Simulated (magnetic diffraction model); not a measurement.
## Pr2V3Pb below its ordering temperature

Space group R-3m (no. 166), a = 5.9270 Å, c = 12.4740 Å.

| site | atom | x | y | z |
| --- | --- | --- | --- | --- |
| 3a | Pb | 0 | 0 | 0 |
| 6c | Pr | 1/3 | 2/3 | 0.0342 |
| 9d | V | 5/6 | 1/6 | 1/6 |

This is a made-up structure (elements placed in a structure type, unrelaxed), so the numbers test the method and describe no known phase.

Only Pr is taken to order (form factors of Pr3+); orders and moment sizes are assumed, and not adapted to the symmetry. Radiation: neutrons of λ = 2.41 Å, 5° to 80°; isotropic B of 0.44 Å² (Pb), 0.41 Å² (Pr) and 0.45 Å² (V). Simulated constant-wavelength pattern: nuclear and magnetic terms add, the magnetic one as |2.695 fm × Σ f S⊥ exp(2πi Q·r) exp(−B s²)|², summed over all Q at one angle with the factor 1/(sin²θ cos θ). For collinear order S is the moment m, which repeats by lattice and centring translations R with the sign exp(−2πi k·R). Free-ion form factors, Sears's scattering lengths of 1992, no absorption; a label names one of the reflections at its angle. The strongest nuclear line in the range is 100, and lines under 0.2 are left out.

Above the ordering temperature:

```csv
2θ (°),index,I
29.41,(1 0 1),5.4
33.69,(0 0 3),54.9
35.40,(0 1 2),37.4
47.98,(1 1 0),97.3
57.29,(0 2 1),3.9
59.91,(1 1 3),100.0
61.02,(2 0 2),9.9
64.96,(0 1 5),31.5
70.85,(0 0 6),5.7
77.89,(2 1 1),2.1
```

Below it (cell unchanged):

```tsv
2θ (°)	I
29.41	37.1
33.69	56.1
35.40	67.6
47.98	97.3
53.76	0.4
57.29	12.6
59.91	108.0
61.02	22.7
64.96	34.9
70.85	6.3
74.90	0.3
77.89	11.7
```

**Question.** Find the propagation vector, then choose among these models:
A. collinear moments along [001], 2 μB on Pr; signs + at (1/3, 2/3, 0.0342), − at (1/3, 2/3, 0.2991)
B. collinear moments along [101], 2 μB on Pr; signs + at (1/3, 2/3, 0.0342), − at (1/3, 2/3, 0.2991)
C. collinear moments along [101], 2 μB on Pr; signs + at (1/3, 2/3, 0.0342), + at (1/3, 2/3, 0.2991)
D. collinear moments along [001], 2 μB on Pr; signs + at (1/3, 2/3, 0.0342), + at (1/3, 2/3, 0.2991)

No line moves, and magnetic intensity falls on nuclear lines such as the one at 29.41°, so the magnetic cell equals the chemical primitive cell: k = 0.

Magnetic intensity, observed (below minus above) and for each model:

| 2θ (°) | index | observed | A | B | C | D |
| --- | --- | --- | --- | --- | --- | --- |
| 29.41 | (1 0 1) | 31.7 | 33.8 | 31.7 | 26.3 | 28.0 |
| 35.40 | (0 1 2) | 30.1 | 29.2 | 30.1 | 0.3 | 0.3 |
| 47.98 | (1 1 0) | <0.2 | <0.2 | <0.2 | 23.9 | 26.4 |
| 53.76 | (1 0 4) | 0.3 | 0.2 | 0.3 | 7.6 | 5.4 |
| 59.91 | (1 1 3) | 8.0 | 8.0 | 8.0 | 14.2 | 14.1 |
| 61.02 | (2 0 2) | 12.8 | 13.6 | 12.8 | 0.1 | 0.1 |
| 64.96 | (0 1 5) | 3.3 | 2.0 | 3.3 | 1.2 | 0.7 |
| 74.90 | (0 2 4) | 0.2 | 0.2 | 0.2 | 6.3 | 6.1 |

Model B matches.

The structure used: k = (0 0 0), collinear moments along [101], 2 μB on Pr; signs + at (1/3, 2/3, 0.0342), − at (1/3, 2/3, 0.2991).

[Logs are printed without paths, hosts, clocks, repeated set-up lines and the standing remarks that a program may print on its own settings, such as how far it seeks lower states.]
